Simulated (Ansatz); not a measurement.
# MoSSe/WS2 (van der Waals superlattice) (P3m1): band gap by G0W0 on PBEsol

Wanted: the gap of MoSSe/WS2 (van der Waals superlattice) (P3m1) with a many-body correction, and the time that it takes.

Program: Ansatz 0.2.0. Level of theory: PBEsol, then G0W0 on it, plane waves, PAW. Results are calculated unless marked as measured.

Report form: the programs' logs are mostly left out.

The structure was built from a prototype and need not be the compound's stable phase.

In doubt: masses and optical values from hybrid runs of this build are listed as unsure (in some of the runs), which bears on the screening that GW takes from such a start.

**1. Set-up**

Symmetry: P3m1, No. 156, trigonal system. Conventional cell: a = 3.219 Å, b = 3.219 Å, c = 12.530 Å, α = 90.00°, β = 90.00°, γ = 120.00°. Mo has 3 Se at 2.47 Å and 3 S at 2.47 Å nearest. Nearest to S lie 3 Mo at 2.47 Å. Nearest to Se lie 3 Mo at 2.47 Å. Nearest to W lie 6 S at 2.43 Å. S has 3 W at 2.43 Å nearest. Nearest to S lie 3 W at 2.43 Å. It derives from Mo1S1Se1. Farther neighbours and most contacts between anions are not listed.

The start is a generated structure, not a measured one. Spin-orbit coupling is left out unless a step names it.

The logs state that the PAW files were generated under PBE.

**2. Relaxing the structure**

The structure is relaxed first.

This step: DFT, PBEsol-D3(BJ), plane waves, PAW; PAW set soft_1.

The input, input.yaml:

```yaml
crystal:
  lattice:
    - [3.21875, 0.0, 0.0]
    - [-1.609375, 2.7875192684, 0.0]
    - [0.0, 0.0, 12.5299999991]
  atoms:
    - { symbol: Mo, position: [0.3333333333, 0.6666666667, 0.2549880287] }
    - { symbol: S, position: [0.6666666667, 0.3333333333, 0.3842777334] }
    - { symbol: Se, position: [0.6666666667, 0.3333333333, 0.125698324] }
    - { symbol: W, position: [0.0, 0.0, 0.7490023942] }
    - { symbol: S, position: [0.3333333333, 0.6666666667, 0.874301676] }
    - { symbol: S, position: [0.3333333333, 0.6666666667, 0.6237031124] }
kpoints:
  mp_grid: { grid: [9, 9, 2] }
hamiltonian:
  xc: pbesol
  dispersion: d3bj
  pseudopotentials: { kind: paw, azcp: { folder: soft_1 }, xc_functional: pbe }
scf:
  occupations: { method: fermi_dirac, width: 0.02 }
relax:
  f_tol: 0.01
  max_steps: 100
  cell: {}
```

Started as:

```
$ ansatz run input.yaml --threads 2 --pin off --max-ram 92160MiB --backend cuda --events-out ev --progress --plain --runs-dir out --devices 1 --max-vram 13GiB
```

Wall time 13 s (1 × NVIDIA H100 80GB HBM3 (shared by 6 runs) with 2 threads of AMD EPYC 7R13 (Zen 3), shared host); peak memory 1 GiB; 12 s of CPU time.

Relaxation path:

```csv
step,energy less that of the first step (eV),largest force component (eV/Å),pressure (GPa),volume (Å³)
1,0.0000,2.4666,-7.26,112.42
2,-0.1795,0.6692,4.71,97.57
3,-0.3259,0.1344,-1.02,102.51
4,-0.3307,0.0616,-0.13,101.00
5,-0.3309,0.0157,-0.01,101.13
6,-0.3310,0.0022,0.00,101.13
7*,-0.3286,0.0025,-0.01,101.13
```

Relaxation steps marked * repeat the geometry before them on a plane-wave basis chosen anew for their cell, so energy and pressure can jump there.

Forces are held to the 6 operations that the run works with; a distortion that breaks them can't arise in this run.

| conventional cell, symmetrised | before | after | change |
| --- | --- | --- | --- |
| a (Å) | 3.219 | 3.147 | -2.2 % |
| b (Å) | 3.219 | 3.147 | -2.2 % |
| c (Å) | 12.530 | 11.795 | -5.9 % |
| volume (Å³/atom) | 18.74 | 16.86 | -10.0 % |

The atoms that moved most (Å, as changes of fractional coordinates times the final cell):

| atom | dx | dy | dz | length |
| --- | --- | --- | --- | --- |
| Se3 | 0.000 | 0.000 | -0.125 | 0.125 |
| S6 | 0.000 | 0.000 | -0.084 | 0.084 |
| S5 | 0.000 | 0.000 | 0.079 | 0.079 |
| S2 | 0.000 | 0.000 | 0.071 | 0.071 |
| Mo1 | 0.000 | 0.000 | 0.062 | 0.062 |

The relaxed structure:

```xyz
6
Lattice="3.1465 0.0000 0.0000 -1.5733 2.7250 0.0000 0.0000 0.0000 11.7952" Properties=species:S:1:pos:R:3 pbc="T T T"
Mo    0.0000    1.8166    3.0694
S     1.5733    0.9083    4.6033
Se    1.5733    0.9083    1.3572
W     0.0000    0.0000    8.8328
S     0.0000    1.8166   10.3912
S     0.0000    1.8166    7.2729
```

The program's warnings for this run: band table not solved further.

**3. Bands along the symmetry lines**

Levels along a band path and on the mesh show where this functional puts the band edges.

This step: DFT, PBEsol, plane waves, PAW; PAW set soft_1.

The input, input.yaml:

```yaml
crystal:
  lattice:
    - [3.1465192881, 0.0, 0.0]
    - [-1.573259644, 2.724965637, 0.0]
    - [0.0, 0.0, 11.7951878716]
  atoms:
    - { symbol: Mo, position: [0.3333333333, 0.6666666667, 0.260223358] }
    - { symbol: S, position: [0.6666666667, 0.3333333333, 0.3902662223] }
    - { symbol: Se, position: [0.6666666667, 0.3333333333, 0.1150677766] }
    - { symbol: W, position: [0.0, 0.0, 0.7488498471] }
    - { symbol: S, position: [0.3333333333, 0.6666666667, 0.880967243] }
    - { symbol: S, position: [0.3333333333, 0.6666666667, 0.6165968216] }
kpoints:
  mp_grid: { grid: [12, 12, 2] }
  band_path:
    path:
      - [[0.0, 0.0, 0.0], [0.5, 0.0, 0.0], [0.33333333, 0.33333333, 0.0], [0.0, 0.0, 0.0], [0.0, 0.0, 0.5], [0.5, 0.0, 0.5], [0.33333333, 0.33333333, 0.5], [0.0, 0.0, 0.5]]
      - [[0.5, 0.0, 0.5], [0.5, 0.0, 0.0]]
      - [[0.33333333, 0.33333333, 0.5], [0.33333333, 0.33333333, 0.0]]
    npoints: 10
hamiltonian:
  xc: pbesol
  pseudopotentials: { kind: paw, azcp: { folder: soft_1 }, xc_functional: pbe }
scf:
  occupations: { method: fermi_dirac, width: 0.02 }
  n_extra_bands: 6
output:
  eigenvalues: true
  forces: true
  stress: true
  write_density: true
  write_potential: true
  elf: true
  volumetric_format: npy
```

Elapsed: 7.5 s, on 1 × NVIDIA H100 80GB HBM3 (shared by 6 runs) with 2 threads; peak memory 1 GiB.

Numbers from this step:

```yaml
pressure: 4.182 GPa
filled_bands: 31
gap: 0.5084 eV
valence_top_at: Γ
conduction_bottom_at: k = (0.200, 0.200, 0.000)
least_direct_gap: 1.847 eV
```

Over mesh and path the gap is 0.508 eV, from k = Γ to k = (0.200, 0.200, 0.000). The least direct gap found is 1.847 eV, at k = (0.333, 0.333, 0.500). The pressure in this cell is 4 GPa; the cell is kept.

Electronic bands along the path, in eV, zero at the top of the highest nominally filled band:

| point | band 28 | band 29 | band 30 | band 31 | band 32 | band 33 | band 34 | band 35 |
| --- | --- | --- | --- | --- | --- | --- | --- | --- |
| Γ | -1.96 | -1.75 | -1.03 | 0.00 | 1.94 | 1.94 | 2.11 | 2.11 |
| halfway | -2.18 | -1.98 | -1.84 | -1.63 | 0.84 | 1.43 | 1.87 | 2.01 |
| M | -2.25 | -1.97 | -1.64 | -1.42 | 1.53 | 1.80 | 2.07 | 2.58 |
| halfway | -3.11 | -2.78 | -1.40 | -1.13 | 1.35 | 1.69 | 2.07 | 2.26 |
| K | -3.35 | -2.91 | -0.94 | -0.92 | 0.98 | 0.99 | 1.76 | 2.35 |
| halfway | -2.31 | -1.92 | -1.84 | -1.55 | 0.52 | 1.38 | 1.69 | 1.79 |
| Γ | -1.96 | -1.75 | -1.03 | 0.00 | 1.94 | 1.94 | 2.11 | 2.11 |
| halfway | -1.96 | -1.96 | -0.73 | -0.04 | 1.94 | 1.94 | 2.10 | 2.10 |
| A | -1.97 | -1.97 | -0.52 | -0.09 | 1.94 | 1.94 | 2.10 | 2.10 |
| halfway | -2.43 | -2.18 | -1.77 | -1.64 | 1.19 | 1.56 | 1.58 | 1.65 |
| L | -2.19 | -1.89 | -1.60 | -1.48 | 1.53 | 1.74 | 2.06 | 2.51 |
| halfway | -3.09 | -2.96 | -1.30 | -1.14 | 1.38 | 1.71 | 2.02 | 2.30 |
| H | -3.34 | -3.27 | -0.91 | -0.86 | 0.98 | 1.00 | 1.60 | 1.83 |
| halfway | -2.30 | -2.12 | -1.83 | -1.55 | 0.85 | 1.23 | 1.61 | 1.74 |
| A | -1.97 | -1.97 | -0.52 | -0.09 | 1.94 | 1.94 | 2.10 | 2.10 |
| jump to L | -2.19 | -1.89 | -1.60 | -1.48 | 1.53 | 1.74 | 2.06 | 2.51 |
| halfway | -2.22 | -1.92 | -1.62 | -1.45 | 1.53 | 1.77 | 2.07 | 2.55 |
| M | -2.25 | -1.97 | -1.64 | -1.42 | 1.53 | 1.80 | 2.07 | 2.58 |
| jump to H | -3.34 | -3.27 | -0.91 | -0.86 | 0.98 | 1.00 | 1.60 | 1.83 |
| halfway | -3.31 | -3.07 | -0.92 | -0.90 | 0.98 | 1.00 | 1.68 | 2.01 |
| K | -3.35 | -2.91 | -0.94 | -0.92 | 0.98 | 0.99 | 1.76 | 2.35 |

ELF in the ca plane at fractional y = 0.667, with atoms of Mo and S within 0.2 Å of it. It is the smooth field of the valence electrons, not physical close to the nuclei.

Ten even steps from '0' (0.04) to '9' (0.93), each cell a mean:
```
157776532246787510023311331133200
167776532246787610012211331122100
035666322224676301577752112577751
002343256642342005987885225887895
100121476663110028960265225720698
200111475673110028950165225610698
001332257742331016986785225876896
025665323224665201678762222578762
```
Columns run along c (11.8 Å), rows up along a (3.1 Å). Atoms in or near the plane, at fractional coordinates: Mo at (0.26, 0.33), S at (0.88, 0.33), S at (0.62, 0.33).

Valence density in the ca plane at fractional y = 0.667, with atoms of Mo and S within 0.2 Å of it. It is the smooth field of the valence electrons, not physical close to the nuclei.

Ten steps, logarithmic in the rise over the least value, from '0' (0.1 e/Å³) to '9' (6.7 e/Å³), each cell a mean:
```
023444333334443200012334554332100
023444332334443200012234554322100
013344344444433100234444444444321
001233478864321002455554334555542
100123689985310013554554334554553
100123699985310013554554334554553
001233578864321002455654334565542
012343345544432101244444444444421
```
Columns run along c (11.8 Å), rows up along a (3.1 Å). Atoms in or near the plane, at fractional coordinates: Mo at (0.26, 0.33), S at (0.88, 0.33), S at (0.62, 0.33).

**4. G0W0 on the 9×9×2 mesh**

G0W0 replaces the xc potential by a self-energy built once from the orbitals of the start. Levels are corrected in the window of bands that the input names, at points of the mesh.

This step: G0W0 on PBEsol, plane waves, PAW; PAW set soft_1.

input.yaml, the sections that differ from step 3:

```yaml
kpoints:
  mp_grid: { grid: [9, 9, 2] }
scf:
  occupations: { method: fixed }
gw:
  n_empty_bands: 421
  ecut_chi: 150.0
  qp_bands: [v2, c2]
  qp_kpoints: band_edges
  screening: { model: contour_deformation }
# crystal, hamiltonian: as in step 3
# output: removed
```

Elapsed: 2.2 min, on 1 × NVIDIA H100 80GB HBM3 (shared by 6 runs) with 2 threads; peak memory 2.4 GiB; 3.6 min of CPU time.

Numbers from this step:

| Property | Result |
| --- | --- |
| bands summed | 452 |
| RPA ε∞ on this mesh (eigenvalues) | 9.028, 15.67, 15.67 |
| plane waves in the screening matrix | 413 |
| q-points in the mesh | 162 |
| G0W0 gap over the corrected points | 1.009 eV |
| k of the valence top | 0, 0, 0 |
| k of the conduction bottom | 0.1111, 0.2222, 0 |
| starting gap on the mesh | 0.6087 eV |
| Z at the valence top | 0.7548 |
| Z at the conduction bottom | 0.7609 |
| least direct G0W0 gap over the corrected points | 2.156 eV |

Over 17 of 24 irreducible mesh points the G0W0 gap is 1.009 eV, from k = Γ to k = (0.111, 0.222, 0.000). The PBEsol gap of this run on the mesh is 0.609 eV. The two states that bound the G0W0 gap lie that far apart at the start, so the correction of the gap is 1.009 − 0.609 = +0.400 eV. The start of this run differs from the step before in mesh (12×12×2 and 9×9×2). The program's warnings for this run: metallic iterate.

Labels follow the order of the start: v1 is the top filled band, c1 the lowest empty one; levels that stay degenerate share a row, the window can cut a multiplet, doubted levels are not marked in this list, bands outside the window were not corrected, and the list may be a part of the corrected levels. Levels before and after the correction, in eV, zero at the valence-band top of each column:

```csv
,conduction bottom,valence top
Kohn-Sham,0.61,0.00
G0W0,1.01,0.00
```

|  | level | occupation | energy (eV) |
| --- | --- | --- | --- |
| Kohn-Sham | Γ v2 | 2 | -1.034 |
| Kohn-Sham | Γ v1 | 2 | 0.000 |
| Kohn-Sham | Γ c1-c2 | 0 | 1.941 |
| Kohn-Sham | (0.111 0.222 0) v2 | 2 | -1.888 |
| Kohn-Sham | (0.111 0.222 0) v1 | 2 | -1.592 |
| Kohn-Sham | (0.111 0.222 0) c1 | 0 | 0.609 |
| Kohn-Sham | (0.111 0.222 0) c2 | 0 | 1.400 |
| G0W0 | Γ v2 | 2 | -1.328 |
| G0W0 | Γ v1 | 2 | 0.000 |
| G0W0 | Γ c1-c2 | 0 | 2.348 |
| G0W0 | (0.111 0.222 0) v2 | 2 | -1.954 |
| G0W0 | (0.111 0.222 0) v1 | 2 | -1.608 |
| G0W0 | (0.111 0.222 0) c1 | 0 | 1.009 |
| G0W0 | (0.111 0.222 0) c2 | 0 | 1.829 |

The parts of the quasiparticle energy for the two states that bound the G0W0 gap, in eV on the run's own scale (QP = start + Σx + Σc − Vxc, with Σc at the quasiparticle energy):

| edge | k | band | start | Σx | Σc | Vxc | Z | QP |
| --- | --- | --- | --- | --- | --- | --- | --- | --- |
| valence top | Γ | 31 | 13.311 | −19.535 | 0.248 | −19.180 | 0.755 | 13.204 |
| conduction bottom | (0.111, 0.222, 0.000) | 32 | 13.920 | −13.798 | −3.871 | −17.963 | 0.761 | 14.214 |

**5. Spin-orbit coupling**

This run has two-component orbitals with spin-orbit coupling.

This step: DFT, PBEsol with spin-orbit coupling, plane waves, PAW; PAW set soft_1.

The input, input.yaml:

```yaml
crystal:
  lattice:
    - [3.1465192881, 0.0, 0.0]
    - [-1.573259644, 2.724965637, 0.0]
    - [0.0, 0.0, 11.7951878716]
  atoms:
    - { symbol: Mo, position: [0.3333333333, 0.6666666667, 0.260223358] }
    - { symbol: S, position: [0.6666666667, 0.3333333333, 0.3902662223] }
    - { symbol: Se, position: [0.6666666667, 0.3333333333, 0.1150677766] }
    - { symbol: W, position: [0.0, 0.0, 0.7488498471] }
    - { symbol: S, position: [0.3333333333, 0.6666666667, 0.880967243] }
    - { symbol: S, position: [0.3333333333, 0.6666666667, 0.6165968216] }
kpoints:
  mp_grid: { grid: [12, 12, 2] }
  band_path:
    path:
      - [0.0, 0.0, 0.0]
      - [0.5, 0.0, 0.0]
      - [0.33333333, 0.33333333, 0.0]
      - [0.0, 0.0, 0.5]
      - [0.5, 0.0, 0.5]
      - [0.33333333, 0.33333333, 0.5]
      - [0.199999998, 0.199999998, 0.0]
    npoints: 1
hamiltonian:
  xc: pbesol
  pseudopotentials: { kind: paw_fr, azcp: { folder: soft_1 }, xc_functional: pbe }
scf:
  occupations: { method: fermi_dirac, width: 0.02 }
  n_extra_bands: 12
magnetization:
  noncollinear: true
  spin_orbit: true
output:
  eigenvalues: true
  forces: true
  stress: true
```

Run time: 16 s. Hardware: 1 × NVIDIA H100 80GB HBM3 (shared by 6 runs) with 2 threads; peak memory 1.1 GiB.

This step gave:

```
pressure             : 4.170 GPa
gap                  : 0.4481 eV
valence top at       : Γ
conduction bottom at : k = (0.200, 0.200, 0.000)
least direct gap     : 1.582 eV
```

Over mesh and listed points the gap is 0.448 eV, from k = Γ to k = (0.200, 0.200, 0.000). The least direct gap found is 1.582 eV, at k = (0.333, 0.333, 0.500). The pressure in this cell is 4 GPa; the cell is kept. PBEsol+SOC against PBEsol: 0.448 − 0.508 = −0.060 eV, with the same mesh, set of files (read in its fully relativistic form for the spin-orbit run) and cutoff, and both edges at the same k points. The spin-orbit run sees mesh and listed points alone, so its gap is an upper bound: the coupling can move an edge off these points, the more so as this crystal has no centre of inversion, and the change over the zone, its sign included where it is small, is not known.

**6. Side by side**

Each gap is the least one over the points named; times are wall times on shared hosts, not benchmarks. A G0W0 time includes the run's own self-consistent start. Runs with listed points see these and the mesh alone, so an edge that moves elsewhere is missed. Rows marked * are further runs, not shown as steps, whose inputs differ from the G0W0 step on the same start in the columns given; solver thresholds can differ too.

| level | mesh | files, cutoff | bands summed, screening | points | gap (eV) | valence top | conduction bottom | least direct gap (eV) | time |
| --- | --- | --- | --- | --- | --- | --- | --- | --- | --- |
| PBEsol | 12×12×2 | soft_1 PAW, 420 eV | - | mesh and path | 0.508 | Γ | (0.200, 0.200, 0.000) | 1.847 | 7.5 s |
| PBEsol+SOC | 12×12×2 | soft_1 PAW, 420 eV | - | mesh and listed points | 0.448 | Γ | (0.200, 0.200, 0.000) | 1.582 | 16 s |
| G0W0@PBEsol* | 9×9×2 | soft_1 PAW, 420 eV | 137, 60 eV | 17 of 24 irreducible mesh points | 0.912 | Γ | (0.111, 0.222, 0.000) | 2.201 | 31 s |
| G0W0@PBEsol | 9×9×2 | soft_1 PAW, 420 eV | 452, 150 eV | 17 of 24 irreducible mesh points | 1.009 | Γ | (0.111, 0.222, 0.000) | 2.156 | 2.2 min |

**7. Outcome**

| Property | Result |
| --- | --- |
| PBEsol gap over mesh and path | 0.508 eV, from k = Γ to k = (0.200, 0.200, 0.000) |
| G0W0@PBEsol gap over 17 of 24 irreducible mesh points | 1.009 eV, from k = Γ to k = (0.111, 0.222, 0.000) |
| PBEsol+SOC gap over mesh and listed points | 0.448 eV |
| GW settings | 9×9×2 mesh, 421 empty bands, screening to 150 eV, PAW set soft_1 files |
| known limits | finite bands, screening cutoff and k mesh; no spin-orbit coupling in G0W0 |

What this shows: Over 17 of 24 irreducible mesh points the G0W0 gap is 1.009 eV, from k = Γ to k = (0.111, 0.222, 0.000). The PBEsol gap of this run on the mesh is 0.609 eV. The two states that bound the G0W0 gap lie that far apart at the start, so the correction of the gap is 1.009 − 0.609 = +0.400 eV. The valence state moves by 13.204 − 13.311 = −0.107 eV and the conduction state by 14.214 − 13.920 = +0.294 eV, on the run's own scale; with 137 bands the edge states move by +0.460 and +0.763 eV, so the split between the edges depends on the bands and cutoff. Over mesh and path, PBEsol puts the conduction bottom at k = (0.200, 0.200, 0.000), where no G0W0 correction was computed. The G0W0 gap over the whole zone is therefore not known from this run; at its settings it can only be equal to or under the 1.009 eV found, and no correction is carried over from another point. For the start itself the gap is 0.508 eV over mesh and path and 0.609 eV on the mesh of the G0W0 run, in runs that differ in mesh (12×12×2 and 9×9×2). From 137 bands and 60 eV to 452 bands and 150 eV the gap moves by 1.009 − 0.912 = +0.097 eV; bands and screening cutoff rise together, so their parts are not told apart. Two runs can't test a law of convergence, so the limit is not known. G0W0 on other starts in this series, not shown as steps and not all at these settings: 1.129 eV on HSE06 (9×9×2, soft_1 PAW, 227 bands, 90 eV). PBEsol+SOC against PBEsol: 0.448 − 0.508 = −0.060 eV, with the same mesh, set of files (read in its fully relativistic form for the spin-orbit run) and cutoff, and both edges at the same k points. The spin-orbit run sees mesh and listed points alone, so its gap is an upper bound: the coupling can move an edge off these points, the more so as this crystal has no centre of inversion, and the change over the zone, its sign included where it is small, is not known. What spin-orbit coupling does to the G0W0 levels was not computed, so no sum with the G0W0 gap is formed. For the G0W0 step: the program's warnings for this run: metallic iterate. For the further run with 137 bands on the 9×9×2 mesh, the program warns: metallic iterate. The G0W0 runs are scalar-relativistic. No pair of G0W0 runs that differ in the mesh alone is shown (9×9×2 is a supercell whose nearest images lie 24 Å apart), so the error from the mesh is not known here. G0W0 is shown with one set of atomic data (soft_1 PAW), so the error from the files is not known here.

[Paths, hosts, dates, memory and timing lines, banners, echoed tables and standing remarks are left out of the program output.]

[Logs are printed without paths, hosts, clocks, repeated set-up lines and the standing remarks that a program may print on its own settings, such as how far it seeks lower states.]

[Runs of the session that timed out or met a known fault of the program may be left out.]

[Cells called generated may have been cut or substituted from an entry of the Crystallography Open Database or the Materials Project.]

[Hosts, paths, dates, database ids (printed as entryN), source tags and the programs' standing remarks are cut or masked in the printed files.]

[Where an RPA ε∞ is given, it is that of the G0W0 mesh and is not shown converged in it. Names of k-points follow the symmetry that the program found, which can be lower than the space group named. Band edges on a path are those of the sampled points; other points can move an edge, and change direct to indirect where valleys lie close.]

[Hybrid gaps are those of their k-mesh and are not shown converged in it.]
